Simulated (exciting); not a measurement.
Two BSE runs for the S K edge of BaSO4, space group F-43m. Run A: exciting, all-electron LAPW+lo, LDA, exchange and screened direct term (singlet BSE), 3×3×3 shifted k points, 47 conduction bands, |G+q| up to 3 bohr⁻¹, full RPA screening with nempty = 77, Lorentzian half width 0.45 eV. Run B has a fault in its input.

Energy from the Kohn–Sham onset, core level to the lowest empty state found on the meshes used; one zero for both, scaled to A's maximum:

| E (eV) | A | B |
| --- | --- | --- |
| -5.5 | 0.01 | 0.05 |
| -5.0 | 0.01 | 0.09 |
| -4.5 | 0.02 | 0.17 |
| -4.0 | 0.02 | 0.43 |
| -3.5 | 0.03 | 1.14 |
| -3.0 | 0.04 | 0.71 |
| -2.5 | 0.07 | 0.25 |
| -2.0 | 0.14 | 0.12 |
| -1.5 | 0.33 | 0.07 |
| -1.0 | 0.89 | 0.05 |
| -0.5 | 0.68 | 0.04 |
| 0.0 | 0.30 | 0.03 |
| 0.5 | 0.16 | 0.03 |
| 1.0 | 0.11 | 0.03 |
| 1.5 | 0.11 | 0.03 |
| 2.0 | 0.08 | 0.02 |
| 2.5 | 0.05 | 0.02 |
| 3.0 | 0.04 | 0.02 |
| 3.5 | 0.04 | 0.03 |
| 4.0 | 0.04 | 0.03 |
| 4.5 | 0.03 | 0.03 |
| 5.0 | 0.03 | 0.03 |
| 5.5 | 0.03 | 0.04 |
| 6.0 | 0.04 | 0.06 |
| 6.5 | 0.05 | 0.09 |
| 7.0 | 0.07 | 0.09 |
| 7.5 | 0.07 | 0.08 |
| 8.0 | 0.07 | 0.10 |
| 8.5 | 0.10 | 0.08 |
| 9.0 | 0.08 | 0.06 |
| 9.5 | 0.07 | 0.07 |
| 10.0 | 0.08 | 0.08 |
| 10.5 | 0.08 | 0.08 |
| 11.0 | 0.08 | 0.07 |
| 11.5 | 0.07 | 0.07 |
| 12.0 | 0.08 | 0.07 |
| 12.5 | 0.08 | 0.08 |
| 13.0 | 0.08 | 0.09 |
| 13.5 | 0.11 | 0.11 |
| 14.0 | 0.12 | 0.08 |
| 14.5 | 0.11 | 0.06 |
| 15.0 | 0.08 | 0.05 |
| 15.5 | 0.07 | 0.03 |
| 16.0 | 0.06 | 0.03 |
| 16.5 | 0.05 | 0.02 |
| 17.0 | 0.04 | 0.02 |
| 17.5 | 0.04 | 0.03 |
| 18.0 | 0.05 | 0.03 |
| 18.5 | 0.05 | 0.03 |
| 19.0 | 0.03 | 0.02 |
| 19.5 | 0.03 | 0.02 |

What most likely went wrong in run B?

Far too few empty states in the screening (empty states in the screening from 77 to 8). The spectrum differs from run A by 137 % r.m.s. Moving the earlier curve by -2.6 eV leaves 22 %. The highest maximum lies at -3.4 eV (1.22), against -0.9 eV (1.00). The first bright state moves from -0.86 to -3.39 eV. Too few states underscreen, so the attraction is too strong. Other settings could leave a like mark; this is the change that was made.

[Hosts, paths, dates, database ids (printed as entryN), source tags and the programs' standing remarks are cut or masked in the printed files.]
